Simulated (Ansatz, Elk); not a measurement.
**Bonding as seen by X-rays: K2GaSn**

Structure refinements treat a crystal as free atoms side by side. For a made-up structure of K2GaSn (cell and positions from a PBE relaxation) the runs below show what the calculated density changes in F(hkl).

Method: DFT, PBE, all-electron APW+lo, Dirac cores, scalar-relativistic bands, static density, no spin, in Elk 11.2.3 (patched build).

The structure was built from a prototype and need not be the compound's stable phase.

### 1. Set-up

Symmetry: Cmcm, No. 63, orthorhombic system. The conventional cell has a = 11.058 Å, b = 8.308 Å, c = 6.417 Å, α = 90.00°, β = 90.00°, γ = 90.00°. Sn has 2 Ga at 2.71 Å and 8 K at 3.74 to 3.79 Å nearest. Nearest to Ga lie 2 Sn at 2.71 Å and 2 Ga at 3.21 Å and 8 K at 3.77 to 4.19 Å. Nearest to K lie 4 Sn at 3.74 to 3.79 Å and 4 Ga at 3.77 to 4.19 Å and 5 K at 3.78 to 4.14 Å. Farther neighbours are not listed.

### 2. Ground state and structure factors

An all-electron density is needed, since X-rays see the cores too. Task 0 finds the density and task 195 Fourier-transforms it; tshift is off so that phases refer to the origin typed.

elk.in reads:

```
tasks
  0
  195

xctype
  20

spinpol
  .false.

rgkmax
  7.0

gmaxvr
  14.0

lmaxo
  7

lmaxapw
  8

swidth
  0.002

tshift
  .false.

ramdisk
  .false.

hmaxvr
  5.5

maxscl
  120

epspot
  1e-06

sppath
  './'

avec
  10.44803972323 -7.84981473024 0.00000000000
  10.44803972323 7.84981473024 -0.00000000000
  0.00000000000 -0.00000000000 12.12577118324

atoms
  3
  'Sn.in'
  2
  0.7623146933 0.2376853067 0.7500000000   0.000000 0.000000 0.000000
  0.2376853067 0.7623146933 0.2500000000   0.000000 0.000000 0.000000
  'Ga.in'
  2
  0.5000000000 0.5000000000 0.5000000000   0.000000 0.000000 0.000000
  0.5000000000 0.5000000000 -0.0000000000   0.000000 0.000000 0.000000
  'K.in'
  4
  0.6714119737 0.9871910627 0.2500000000   0.000000 0.000000 0.000000
  0.3285880263 0.0128089373 0.7500000000   0.000000 0.000000 0.000000
  0.9871910627 0.6714119737 0.7500000000   0.000000 0.000000 0.000000
  0.0128089373 0.3285880263 0.2500000000   0.000000 0.000000 0.000000

ngridk
  4 4 4
```

Launch:

```sh
$ OMP_NUM_THREADS=4 elk
```

Numbers of over 12 decimals in the logs are rounded to 6 here.

Output:

```text
┌─────────────────────────┐
│ Elk code version 11.2.3 │
└─────────────────────────┘

All units are atomic (Hartree, Bohr, etc.)

┌─────────────────────────────────────────────────┐
│ Ground-state run starting from atomic densities │
└─────────────────────────────────────────────────┘

Lattice vectors :
   10.44803972      -7.849814730       0.000000000
   10.44803972       7.849814730      -0.000000000
   0.000000000      -0.000000000       12.12577118

Reciprocal lattice vectors :
  0.3006872808     -0.4002123313      -0.000000000
  0.3006872808      0.4002123313       0.000000000
   0.000000000       0.000000000      0.5181678932

Unit cell volume      :    1988.994518
Brillouin zone volume :   0.1247113610

Muffin-tin inner radius fraction :   0.1000000000E-01

Nuclei treated as point charges

Species : 1 (Sn)
 parameters loaded from : Sn.in
 name : tin
 nuclear charge    :   -50.00000000
 electronic charge :    50.00000000
 atomic mass :    216395.0922
 muffin-tin radius :    2.600000000
 number of radial points in muffin-tin :   1193
 inner part over the whole radius :   0.9914297220E-02
 number on inner part of muffin-tin    :    850
 approximate nuclear radius :   0.8828114845E-04
 number of mesh points to nuclear radius :    428
 atomic positions (lattice), magnetic fields (Cartesian) :
  1 :  -0.23768531  0.23768531 -0.25000000    0.00000000  0.00000000  0.00000000
  2 :   0.23768531 -0.23768531  0.25000000    0.00000000  0.00000000  0.00000000

Species : 2 (Ga)
 parameters loaded from : Ga.in
 name : gallium
 nuclear charge    :   -31.00000000
 electronic charge :    31.00000000
 atomic mass :    127097.2539
 muffin-tin radius :    2.400000000
 number of radial points in muffin-tin :    993
 inner part over the whole radius :   0.9952882137E-02
 number on inner part of muffin-tin    :    702
 approximate nuclear radius :   0.7562051033E-04
 number of mesh points to nuclear radius :    339
 atomic positions (lattice), magnetic fields (Cartesian) :
  1 :   0.50000000  0.50000000  0.50000000    0.00000000  0.00000000  0.00000000
  2 :   0.50000000  0.50000000  0.00000000    0.00000000  0.00000000  0.00000000

Species : 3 (K)
 parameters loaded from : K.in
 name : potassium
 nuclear charge    :   -19.00000000
 electronic charge :    19.00000000
 atomic mass :    71271.84090
 muffin-tin radius :    2.400000000
 number of radial points in muffin-tin :    993
 inner part over the whole radius :   0.9891652203E-02
 number on inner part of muffin-tin    :    697
 approximate nuclear radius :   0.6514746337E-04
 number of mesh points to nuclear radius :    319
 atomic positions (lattice), magnetic fields (Cartesian) :
  1 :  -0.32858803 -0.01280894  0.25000000    0.00000000  0.00000000  0.00000000
  2 :   0.32858803  0.01280894 -0.25000000    0.00000000  0.00000000  0.00000000
  3 :  -0.01280894 -0.32858803 -0.25000000    0.00000000  0.00000000  0.00000000
  4 :   0.01280894  0.32858803  0.25000000    0.00000000  0.00000000  0.00000000

Total number of atoms per unit cell :    8
Total muffin-tin volume :    494.6793680
 ratio of muffin-tin to unit cell volume :   0.2487082611

Spin treatment :
 spin-unpolarised

Number of Bravais lattice symmetries :    8
Number of crystal symmetries         :    8
Crystal has inversion symmetry
Real symmetric eigensolver will be used

k-point grid :      4     4     4
k-point offset :    0.000000000       0.000000000       0.000000000
k-point set is reduced with full crystal symmetry group
Total number of k-points :       21

Muffin-tin radius times maximum |G+k| :    7.000000000
 using average radius
Maximum |G+k| for APW functions       :    2.857142857
Maximum (1/2)|G+k|²                   :    4.081632653
Maximum |G| for potential and density :    14.00000000
Constant for pseudocharge density :    9
 order of it for each species :   16  16  16
 order of it for pair densities of each species (exact exchange by exxq0 0: 17) :   11   9   9
Radial integration step length :    1

[...]
correlation                 :     -11.385331528946
 electron entropic           :    -0.13094157252136E-02
 total energy                :     -18658.715895799

Density of states at Fermi energy :    107.2666462
 (states/Hartree/unit cell)

Estimated indirect band gap :   0.1496058592E-02
 from k-point 17 to k-point 9
Estimated direct band gap   :   0.4318012482E-02
 at k-point 7

Charges :
 core                        :    136.0000000
 valence                     :    102.0000000
 interstitial                :    12.07115423
 muffin-tins (core leakage)
  species : 1 (Sn)
[...]
species : 2 (Ga)
[...]
species : 3 (K)
[...]
total in muffin-tins        :    225.9288458
 total calculated charge     :    237.9980339
 total charge                :    238.0000000
 error                       :   0.1966117540E-02

RMS change in Kohn-Sham potential (target) :   0.2525882522     (  0.1000000000E-05)
Absolute change in total energy (target)   :    2.583480915     (  0.1000000000E-03)

[... loops 3 to 14 left out ...]

┌──────────────────┐
│ Loop number : 15 │
└──────────────────┘

Energies :
 Fermi                       :     0.124220
 sum of occupied eigenvalues :     -11105.563616622
 electron kinetic            :      19400.270515274
 core electron kinetic       :      18518.252110301
 Coulomb                     :     -37439.411711731
 Coulomb potential           :     -29704.409323886
 nuclear-nuclear             :     -1633.8009383579
 electron-nuclear            :     -41935.199763744
 Hartree                     :      6129.5889903713
 Madelung                    :     -22587.207049788
 xc potential                :     -801.42480800976
 exchange                    :     -604.40132389474
 correlation                 :     -11.389404590868
 electron entropic           :    -0.16098984371977E-02
 total energy                :     -18654.933534841

Density of states at Fermi energy :    121.3900861
 (states/Hartree/unit cell)

Estimated indirect band gap :   0.1625615858E-02
 from k-point 20 to k-point 8
Estimated direct band gap   :   0.9055827995E-02
 at k-point 17

Charges :
 core                        :    136.0000000
 valence                     :    102.0000000
 interstitial                :    12.22305167
 muffin-tins (core leakage)
  species : 1 (Sn)
[...]
species : 2 (Ga)
[...]
species : 3 (K)
[...]
total in muffin-tins        :    225.7769483
 total calculated charge     :    237.9980760
 total charge                :    238.0000000
 error                       :   0.1924022859E-02

RMS change in Kohn-Sham potential (target) :   0.1356335363E-06 (  0.1000000000E-05)
Absolute change in total energy (target)   :   0.4364111737E-04 (  0.1000000000E-03)

Convergence targets achieved

┌──────────────────┐
│ Loop number : 16 │
└──────────────────┘

Energies :
 Fermi                       :     0.124220
 sum of occupied eigenvalues :     -11105.563618033
 electron kinetic            :      19400.270515450
 core electron kinetic       :      18518.252112953
 Coulomb                     :     -37439.411711069
 Coulomb potential           :     -29704.409323059
 nuclear-nuclear             :     -1633.8009383579
 electron-nuclear            :     -41935.199763237
 Hartree                     :      6129.5889905258
 Madelung                    :     -22587.207049539
 xc potential                :     -801.42481042418
 exchange                    :     -604.40132388509
 correlation                 :     -11.389404591419
 electron entropic           :    -0.16098987397913E-02
 total energy                :     -18654.933533994

Density of states at Fermi energy :    121.3901235
 (states/Hartree/unit cell)

Estimated indirect band gap :   0.1625613120E-02
 from k-point 20 to k-point 8
Estimated direct band gap   :   0.9055828406E-02
 at k-point 17

Charges :
 core                        :    136.0000000
 valence                     :    102.0000000
 interstitial                :    12.22305155
 muffin-tins (core leakage)
  species : 1 (Sn)
[...]
species : 2 (Ga)
[...]
species : 3 (K)
[...]
atom 2                    :    17.58947925     ( -0.1017798450E-06)
   atom 3                    :    17.58947925     ( -0.1017798450E-06)
   atom 4                    :    17.58947925     ( -0.1017798450E-06)
 total in muffin-tins        :    225.7769484
 total calculated charge     :    237.9980760
 total charge                :    238.0000000
 error                       :   0.1924022912E-02

┌──────────────────────────────┐
│ Self-consistent loop stopped │
└──────────────────────────────┘

Warning : core states of species 2 leak from the muffin-tin :   0.7425363412E-03

Wrote STATE.OUT
```

Run time: 1.8 min. Hardware: 4 threads of Arm Neoverse V2, shared host; peak memory 0.49 GiB; 4.6 min of CPU time.

SFACRHO.OUT:

```text

h k l indices transformed by vhmat matrix:
   1.000000000       0.000000000       0.000000000    
   0.000000000       1.000000000       0.000000000    
   0.000000000       0.000000000       1.000000000    

      h      k      l  multipl.   |H|            Re(F)            Im(F)           |F|

      0      0      0      1   0.0000000       238.00000      0.11814072E-16   238.00000    
      1      0      0      4  0.50058241      -33.661245     -0.16820483E-13   33.661245    
      0      0      1      2  0.51816789     -0.23359928E-13 -0.12076244E-13  0.26296804E-13
      1      1      0      2  0.60137456       115.71926     -0.27602844E-13   115.71926    
     -1      0     -1      4  0.72047256      -65.384061     -0.13801422E-13   65.384061    
     -1      0      1      4  0.72047256       65.384061      0.24152488E-13   65.384061    
     -1     -1     -1      4  0.79381946     -0.10351066E-13 -0.60381221E-14  0.11983468E-13
      1     -1      0      2  0.80042466      -59.625483     -0.51755332E-14   59.625483    
     -1      1      1      2  0.95350805      -42.919694      0.34503555E-14   42.919694    
     -1      1     -1      2  0.95350805       42.919694     -0.34503555E-14   42.919694    
     -1     -2      0      4  0.98685636      -80.429472     -0.17251777E-14   80.429472    
      0     -2      0      4   1.0011648      -18.714053      0.18976955E-13   18.714053    
      0      0     -2      2   1.0363358      -93.282882     -0.16284421E-13   93.282882    
     -2     -1     -1      4   1.1146226      -133.10809      0.34503555E-13   133.10809    
     -1     -2     -1      4   1.1146226       133.10809     -0.26740255E-13   133.10809    
      2      0      1      4   1.1273105      -42.322303     -0.29328022E-13   42.322303    
     -2      0      1      4   1.1273105       42.322303     -0.39679088E-13   42.322303    
     -1      0      2      4   1.1509017      -73.459675     -0.28465433E-13   73.459675
```

Elk indexes on the primitive cell of elk.in and gives |H| = 4π sin θ/λ in inverse bohr. Below, one row stands for each form hkl of the conventional cell (m members, Friedel mates merged), F is for one primitive cell and the density is static (no thermal factor). Free-atom factors are Waasmaier and Kirfel's, and R is Σm||F|−|F'||/Σm|F|.

| hkl | m | sin θ/λ (Å⁻¹) | abs F, DFT | neutral atoms | diff. |
| --- | --- | --- | --- | --- | --- |
| 110 | 4 | 0.075 | 33.661 | 33.485 | +0.176 |
| 001 | 2 | 0.078 | 0.000 | 0.000 | +0.000 |
| 200 | 2 | 0.090 | 115.719 | 114.935 | +0.784 |
| 111 | 8 | 0.108 | 65.384 | 65.070 | +0.314 |
| 201 | 4 | 0.119 | 0.000 | 0.000 | +0.000 |
| 020 | 2 | 0.120 | 59.626 | 59.278 | +0.348 |
| 021 | 4 | 0.143 | 42.920 | 43.095 | -0.176 |
| 310 | 4 | 0.148 | 80.430 | 80.309 | +0.121 |
| 220 | 4 | 0.151 | 18.714 | 18.732 | -0.018 |
| 002 | 2 | 0.156 | 93.283 | 93.081 | +0.202 |
| 311 | 8 | 0.168 | 133.108 | 133.335 | -0.227 |
| 221 | 8 | 0.170 | 42.322 | 42.142 | +0.181 |
| 112 | 8 | 0.173 | 73.460 | 73.494 | -0.034 |
| 202 | 4 | 0.180 | 0.406 | 0.537 | -0.132 |
| 400 | 2 | 0.181 | 110.278 | 110.655 | -0.377 |
| 130 | 4 | 0.186 | 96.098 | 96.448 | -0.350 |
| 022 | 4 | 0.197 | 151.783 | 152.282 | -0.499 |
| 401 | 4 | 0.197 | 0.000 | 0.000 | +0.000 |
| 131 | 8 | 0.202 | 82.281 | 82.548 | -0.266 |
| 312 | 8 | 0.215 | 25.695 | 25.930 | -0.235 |
| 222 | 8 | 0.217 | 114.352 | 114.870 | -0.518 |
| 420 | 4 | 0.217 | 20.254 | 20.327 | -0.073 |

### 3. The highest occupied states alone

An energy window below the Fermi level keeps the highest occupied states, to see at which angles they scatter; shallow core shells can lie inside it and anion s states outside. No new self-consistency is needed.

Edit elk.in of step 2 so:

```diff
@@ -1,3 +1,2 @@
 tasks
-  0
   195
@@ -40,2 +39,5 @@
 
+wsfac
+  -0.427020 0.424220
+
 sppath
```

Launch:

```sh
$ OMP_NUM_THREADS=4 elk
```

Output:

```text
┌─────────────────────────────────┐
│ Elk code version 11.2.3 started │
└─────────────────────────────────┘

Info(readinput): the functional depends on the density's gradient
 muffin-tin radial points multiplied by    2.00000
 (not where nrmtscf is given)

┌────────────────────┐
│ Current task : 195 │
└────────────────────┘

Info(sfacrho): density structure factors written to SFACRHO.OUT

 Energy window :  -0.4270200000      0.4242200000

┌──────────────────┐
│ Elk code stopped │
└──────────────────┘
```

Elapsed: 42 s, on 4 threads; peak memory 0.27 GiB.

States within 15 eV below the Fermi level hold 19.50 electrons; any levels below the window count with the cores, and a count that is not whole means the window cuts a band. Their amplitudes can exceed the total, where window and core parts have opposite phase:

| hkl | sin θ/λ (Å⁻¹) | abs F, window | abs F, all |
| --- | --- | --- | --- |
| 110 | 0.075 | 5.142 | 33.661 |
| 001 | 0.078 | 0.000 | 0.000 |
| 200 | 0.090 | 10.168 | 115.719 |
| 111 | 0.108 | 3.821 | 65.384 |
| 201 | 0.119 | 0.000 | 0.000 |
| 020 | 0.120 | 0.501 | 59.626 |
| 021 | 0.143 | 0.585 | 42.920 |
| 310 | 0.148 | 2.958 | 80.430 |
| 220 | 0.151 | 1.214 | 18.714 |
| 002 | 0.156 | 0.984 | 93.283 |

(Continued in part 2 of 2.)

[Logs are printed without paths, hosts, clocks, repeated set-up lines and the standing remarks that a program may print on its own settings, such as how far it seeks lower states.]

[Hosts, paths, dates, database ids (printed as entryN), source tags and the programs' standing remarks are cut or masked in the printed files.]
